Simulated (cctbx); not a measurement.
## LaCeNiOs across an absorption edge

Space group Amm2 (no. 38), a = 4.4350 Å, b = 3.8160 Å, c = 11.3290 Å, α = 90.00°, β = 90.00°, γ = 90.00°.

```csv
atom,mult.,x,y,z,Ueq (Å²)
Os1,2,1/2,1/2,0.0856,0.0036
Ce1,2,0,0,0.1280,0.0042
La1,2,1/2,1/2,0.3584,0.0037
Ni1,2,0,0,0.4184,0.0047
```

The model is made up (kin elements in a known structure type, no relaxation), so it says nothing on whether the phase exists.

Calculated with cctbx: free-atom f′ and f″ from the Sasaki tables, no fine structure; amplitudes in electrons.

| E (eV) | F 1 0 0 | F 0 0 2 | F 0 1 1 | F 1 0 2 |
| --- | --- | --- | --- | --- |
| 7733 | 84.7 | 97.4 | 37.5 | 59.4 |
| 8083 | 85.5 | 98.0 | 37.7 | 60.8 |
| 8213 | 86.6 | 98.6 | 38.0 | 62.1 |
| 8273 | 87.9 | 99.3 | 38.4 | 63.5 |
| 8303 | 89.2 | 99.9 | 38.8 | 64.8 |
| 8318 | 90.6 | 100.7 | 39.2 | 66.2 |
| 8325 | 91.9 | 101.3 | 39.7 | 67.5 |
| 8329 | 93.3 | 102.0 | 40.2 | 68.9 |
| 8337 | 93.2 | 108.1 | 46.7 | 67.8 |
| 8341 | 91.6 | 107.3 | 46.2 | 66.2 |
| 8348 | 90.1 | 106.6 | 45.7 | 64.8 |
| 8363 | 88.5 | 105.8 | 45.3 | 63.3 |
| 8393 | 86.9 | 105.0 | 44.9 | 61.7 |
| 8483 | 84.6 | 103.9 | 44.3 | 59.8 |
| 8733 | 81.8 | 102.4 | 43.6 | 57.8 |

**Question.** Which edge is crossed, and why do the reflections move as they do?

The K edge of Ni. The edge is at 8333 eV. f′ of Ni falls from -3.9 e at 8213 eV to -7.5 e at 4 eV below it, and f″ steps from 0.48 to 3.91 e across it. Over that approach |F| changes by +8 % (1 0 0), +3 % (0 0 2), +6 % (0 1 1) and +11 % (1 0 2): a reflection falls where Ni scatters in phase with the total and rises where it scatters against it; it hardly moves where the Ni term is small or cancels by symmetry or lies in quadrature to the total. The f″ term interferes with the normal scattering with opposite sign for the two Friedel mates. The largest Friedel difference in the scan is 58.1 % of the mean (0 1 1, at 7733 eV).

[Logs are printed without paths, hosts, clocks, repeated set-up lines and the standing remarks that a program may print on its own settings, such as how far it seeks lower states.]
